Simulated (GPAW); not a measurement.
**Dielectric function and optical constants of Ba3SbP**

Aim: the dielectric function of Ba3SbP, and the optical constants that follow from it.

Main program and level: GPAW 26.7.0; DFT, PBE, plane-wave PAW (GPAW data sets), scalar-relativistic, RPA, optical limit.

This is a report of a sequence of runs, with most program output left out.

**1. The structure**

The structure is cubic, space group Pm-3m (No. 221). Conventional cell: a = 6.113 Å, b = 6.113 Å, c = 6.113 Å, α = 90.00°, β = 90.00°, γ = 90.00°. Nearest to Ba lie 2 P at 3.06 Å and 8 Ba at 4.32 Å and 4 Sb at 4.32 Å. Sb has 12 Ba at 4.32 Å nearest. P has 6 Ba at 3.06 Å nearest. Farther neighbours are not listed.

**2. Ground state**

First the ground state: is it a metal or has it a gap?

This step: DFT, PBE, plane-wave PAW (GPAW data sets), scalar-relativistic, ground state (GPAW 26.7.0).

gs.py reads:

```python
from ase import Atoms
from ase.dft.bandgap import bandgap
from gpaw import GPAW, PW, FermiDirac

atoms = Atoms(['Ba', 'Ba', 'Ba', 'Sb', 'P'],
              cell=[[6.113177000000, 0.000000000000, 0.000000000000],
                    [0.000000000000, 6.113177000000, 0.000000000000],
                    [0.000000000000, 0.000000000000, 6.113177000000]],
              scaled_positions=[[0.500000000000, 0.500000000000, 0.000000000000],
                                [0.500000000000, 0.000000000000, 0.500000000000],
                                [0.000000000000, 0.500000000000, 0.500000000000],
                                [0.000000000000, 0.000000000000, 0.000000000000],
                                [0.500000000000, 0.500000000000, 0.500000000000]],
              pbc=[True, True, True])
atoms.calc = GPAW(mode=PW(450), xc='PBE', kpts={'size': (4, 4, 4), 'gamma': True},
                  occupations=FermiDirac(0.05), maxiter=150, txt='gs.txt')
print('energy (eV)', atoms.get_potential_energy())
print('Fermi level (eV)', atoms.calc.get_fermi_level())
print('valence electrons', atoms.calc.get_number_of_electrons())
print('gap (eV)', bandgap(atoms.calc, output=None)[0])
print('direct gap (eV)', bandgap(atoms.calc, direct=True, output=None)[0])
atoms.calc.write('gs.gpw')
```

Launch:

```console
$ OMP_NUM_THREADS=1 python gs.py
```

Elapsed: 15 s, on 1 thread of Intel Xeon 6975P-C (Granite Rapids), shared host; peak memory 0.21 GiB.

Numbers from this step:

```
energy                 : -19.62 eV
Fermi energy           : 5.156 eV
gap on the k-mesh      : 0.3127 eV
direct gap on the mesh : 0.3127 eV
electrons              : 50
```

There is a gap, 0.31 eV on this mesh (points off the mesh can give less), so no carriers' term is needed.

**3. Bands for the response**

At the fixed density, many empty bands are solved on the mesh of the response, since the spectrum sums over them.

This step: DFT, PBE, plane-wave PAW (GPAW data sets), scalar-relativistic, bands at fixed density (GPAW 26.7.0).

nscf.py reads:

```python
from ase.dft.bandgap import bandgap
from gpaw import GPAW, FermiDirac

calc = GPAW('gs.gpw').fixed_density(kpts={'size': (4, 4, 4), 'gamma': True}, nbands=103, convergence={'bands': 97},
                                    occupations=FermiDirac(0.001), txt='nscf.txt')
print('gap (eV)', bandgap(calc, output=None)[0])
print('direct gap (eV)', bandgap(calc, direct=True, output=None)[0])
print('top band over the Fermi level (eV)', min(calc.get_eigenvalues(kpt=k)[96] for k in range(len(calc.get_ibz_k_points()))) - calc.get_fermi_level())
calc.write('full.gpw', mode='all')
```

Launch:

```console
$ OMP_NUM_THREADS=1 python nscf.py
```

The job ended after 3.3 min (1 thread; peak memory 0.31 GiB).

**4. Dielectric function, RPA**

Local fields let the induced charge screen the field inside the cell, which as a rule lowers ε, most along directions where the density is uneven.

This step: DFT, PBE, plane-wave PAW (GPAW data sets), scalar-relativistic, RPA, optical limit (GPAW 26.7.0).

df.py reads:

```python
from gpaw.response.df import DielectricFunction

df = DielectricFunction('full.gpw', frequencies={'type': 'nonlinear', 'domega0': 0.03, 'omega2': 8},
                        ecut=50,
                        eta=0.1,
                        nbands=97,
                        txt='df.txt')
for direction in ['x']:
    df.get_dielectric_function(xc='RPA', direction=direction, filename=f'df_{direction}.csv')
```

Launch:

```console
$ OMP_NUM_THREADS=1 python df.py
```

The job ended after 20 s (1 thread; peak memory 1 GiB).

This step gave:

```
electronic dielectric constant ε∞, mean over x, y and z (by symmetry where fewer were run) : 38.16
centre of weight of the strongest loss peak in the window                                  : 10.02 eV
```

Some rows of df_x.csv (energy; Re and Im without local fields; Re and Im with them):

```text
0.000000, 41.459333, 0.000000, 38.164717, 0.000000
0.460735, 9.990367, 19.699968, 7.009639, 18.593428
0.943989, 9.697875, 6.254862, 7.222346, 5.358789
1.451455, 7.925767, 10.366257, 6.260319, 8.091836
1.984998, 9.219448, 12.587234, 7.717437, 8.286386
2.546682, 3.389077, 11.953966, 4.570345, 8.737826
3.138794, -1.236872, 8.078235, 0.718725, 8.050345
3.763875, 1.284838, 4.913248, 1.163013, 4.234740
4.424758, -1.455223, 5.234958, -1.229749, 5.732992
5.124608, 0.457043, 6.395176, 0.574220, 5.959229
5.866977, -2.355210, 2.323329, -2.509719, 2.400294
6.655862, -0.773770, 1.263169, -0.905270, 1.184925
7.495775, 0.017381, 1.673569, 0.004570, 1.490349
8.391833, -0.567943, 2.192424, 0.399496, 2.319668
9.349861, 0.134566, 0.777422, -0.007169, 0.767177
10.376517, 0.432087, 0.609931, 0.230924, 0.416785
11.479449, 0.744208, 0.516797, 0.530768, 0.351133
12.667487, 1.064737, 0.315278, 0.804367, 0.364015
13.950874, 2.019216, 0.604748, 1.046457, 0.419844
```

The Im ε, E ∥ x has structure finer than the step of the table below, so its rows give means over 0.5 eV, whole bins alone (the curve runs from 0 to 15.0 eV). Peaks (eV: height): 0.30: 38.1, 1.18: 10.1, 2.13: 10.9.

Sum at mesh points, not converged in k; values under the direct gap are tails of Lorentzian lines. Table of Im ε, E ∥ x by photon energy; means over each step:

```csv
photon energy (eV),"Im ε, E ∥ x"
0.5,21.9
1.0,7.40
1.5,6.77
2.0,8.54
2.5,7.98
3.0,8.61
3.5,5.50
4.0,4.97
4.5,5.43
5.0,4.64
5.5,4.71
6.0,2.00
6.5,1.33
7.0,1.11
7.5,1.42
8.0,1.30
8.5,1.88
9.0,0.816
9.5,0.702
10.0,0.620
10.5,0.406
11.0,0.406
11.5,0.375
12.0,0.387
12.5,0.416
13.0,0.456
13.5,0.472
14.0,0.438
14.5,0.598
```

The reflectivity at normal incidence, E ∥ x has structure finer than the step of the table below, so its rows give means over 0.5 eV, whole bins alone (the curve runs from 0 to 15.0 eV). Peaks (eV: height): 0.30: 59.4, 1.18: 36.4, 2.13: 38.0, 3.34: 39.1, 4.38: 39.7, 6.07: 54.9, 8.77: 37.8.

Sum at mesh points, not converged in k. The reflectivity at normal incidence, E ∥ x by photon energy; means over each step:

photon energy (eV), reflectivity at normal incidence, E ∥ x (%) and a bar:
```
      0.5       50.4 #############################
      1.0       31.5 ##################
      1.5       29.3 #################
      2.0       34.0 ####################
      2.5       32.4 ###################
      3.0       37.0 #####################
      3.5       33.2 ###################
      4.0       25.2 ##############
      4.5       35.7 #####################
      5.0       27.8 ################
      5.5       42.5 #########################
      6.0       51.5 ##############################
      6.5       37.0 #####################
      7.0       19.8 ###########
      7.5       17.3 ##########
      8.0       13.4 #######
      8.5       24.8 ##############
      9.0       28.3 ################
      9.5       18.1 ##########
     10.0       14.8 ########
     10.5        9.0 #####
     11.0        4.0 ##
     11.5        3.3 #
     12.0        1.6 
     12.5        1.7 
     13.0        1.3 
     13.5        1.6 
     14.0        1.1 
     14.5        1.9
```

The loss function −Im 1/ε at q → 0, E ∥ x has structure finer than the step of the table below, so its rows give means over 0.5 eV, whole bins alone (the curve runs from 0 to 15.0 eV). Peaks (eV: height): 6.99: 1.00, 9.68: 1.64, 10.24: 2.08.

Sum at mesh points, not converged in k; values under the direct gap are tails of Lorentzian lines. Table of loss function −Im 1/ε at q → 0, E ∥ x by energy loss; means over each step:

| energy loss (eV) | loss function −Im 1/ε at q → 0, E ∥ x |
| --- | --- |
| 0.5 | 0.0477 |
| 1.0 | 0.0742 |
| 1.5 | 0.0874 |
| 2.0 | 0.0680 |
| 2.5 | 0.101 |
| 3.0 | 0.113 |
| 3.5 | 0.187 |
| 4.0 | 0.183 |
| 4.5 | 0.190 |
| 5.0 | 0.218 |
| 5.5 | 0.176 |
| 6.0 | 0.250 |
| 6.5 | 0.530 |
| 7.0 | 0.861 |
| 7.5 | 0.705 |
| 8.0 | 0.733 |
| 8.5 | 0.473 |
| 9.0 | 1.07 |
| 9.5 | 1.43 |
| 10.0 | 1.59 |
| 10.5 | 1.61 |
| 11.0 | 0.950 |
| 11.5 | 0.821 |
| 12.0 | 0.532 |
| 12.5 | 0.536 |
| 13.0 | 0.421 |
| 13.5 | 0.487 |
| 14.0 | 0.354 |
| 14.5 | 0.369 |

The Im ε, E ∥ x has structure finer than the step of the table below, so its rows give means over 0.5 eV, whole bins alone (the curve runs from 0 to 15.0 eV). Peaks (eV: height): without local fields 0.30: 39.3, 1.18: 12.0, 2.10: 15.5; with local fields 0.30: 38.1, 1.18: 10.1, 2.13: 10.9.

Sum at mesh points, not converged in k; values under the direct gap are tails of Lorentzian lines. Table of Im ε, E ∥ x by photon energy; means over each step:

```csv
photon energy (eV),without local fields,with local fields
0.5,23.1,21.9
1.0,8.70,7.40
1.5,8.57,6.77
2.0,12.2,8.54
2.5,10.7,7.98
3.0,9.26,8.61
3.5,5.10,5.50
4.0,5.75,4.97
4.5,5.04,5.43
5.0,4.83,4.64
5.5,4.59,4.71
6.0,1.95,2.00
6.5,1.44,1.33
7.0,1.33,1.11
7.5,1.66,1.42
8.0,1.69,1.30
8.5,1.64,1.88
9.0,0.710,0.816
9.5,0.725,0.702
10.0,0.699,0.620
10.5,0.578,0.406
11.0,0.511,0.406
11.5,0.505,0.375
12.0,0.485,0.387
12.5,0.359,0.416
13.0,0.327,0.456
13.5,0.278,0.472
14.0,0.633,0.438
14.5,1.33,0.598
```

From ε follow the optical constants at some laser and lamp lines:

| wavelength (nm) | n | k | R (%) | 1/α |
| --- | --- | --- | --- | --- |
| 1550 | 2.38 | 1.437 | 29.5 | 86 nm |
| 633 | 3.07 | 1.327 | 33.0 | 38 nm |
| 450 | 2.60 | 1.700 | 34.4 | 21 nm |
| 405 | 2.12 | 1.893 | 36.3 | 17 nm |
| 365 | 1.61 | 1.839 | 36.8 | 16 nm |
| 248 | 1.70 | 1.269 | 23.6 | 16 nm |
| 193 | 0.65 | 1.121 | 34.6 | 14 nm |

Below the direct gap, k and the depth come from the tails of the Lorentzian lines, not from transitions.

Rows near the edge hang on the gap, which this functional as a rule makes too small, and phonon-assisted absorption is left out.

**5. What came out**

- electronic dielectric constant ε∞, mean over x, y and z (by symmetry where fewer were run) (RPA): 38.2
- centre of weight of the strongest loss peak in the window, first axis: 10.0 eV

In words: At this level (PBE, RPA) Ba3SbP has ε∞ = 38.2 and n = 2.38 at 1550 nm. On the mesh the gap is 0.31 eV and the least direct gap 0.31 eV. Local fields change the static value along x from 41.46 to 38.16 (-8 %). Excitons and phonon-assisted transitions are missing; PBE gaps are as a rule too small, which pulls the onset down and ε∞ up. Spin-orbit coupling is left out although heavy atoms are present. The sum runs over mesh points 0.26 Å⁻¹ apart with no interpolation, so peaks are partly noise of the mesh; over so small a direct gap single mesh points weigh heavily, so ε∞, n and their changes from run to run can be far off.

[Machine, clock and banner lines and Python warnings are left out of the logs.]

[Logs are printed without paths, hosts, clocks, repeated set-up lines and the standing remarks that a program may print on its own settings, such as how far it seeks lower states.]

[Hosts, paths, dates, database ids (printed as entryN), source tags and the programs' standing remarks are cut or masked in the printed files.]
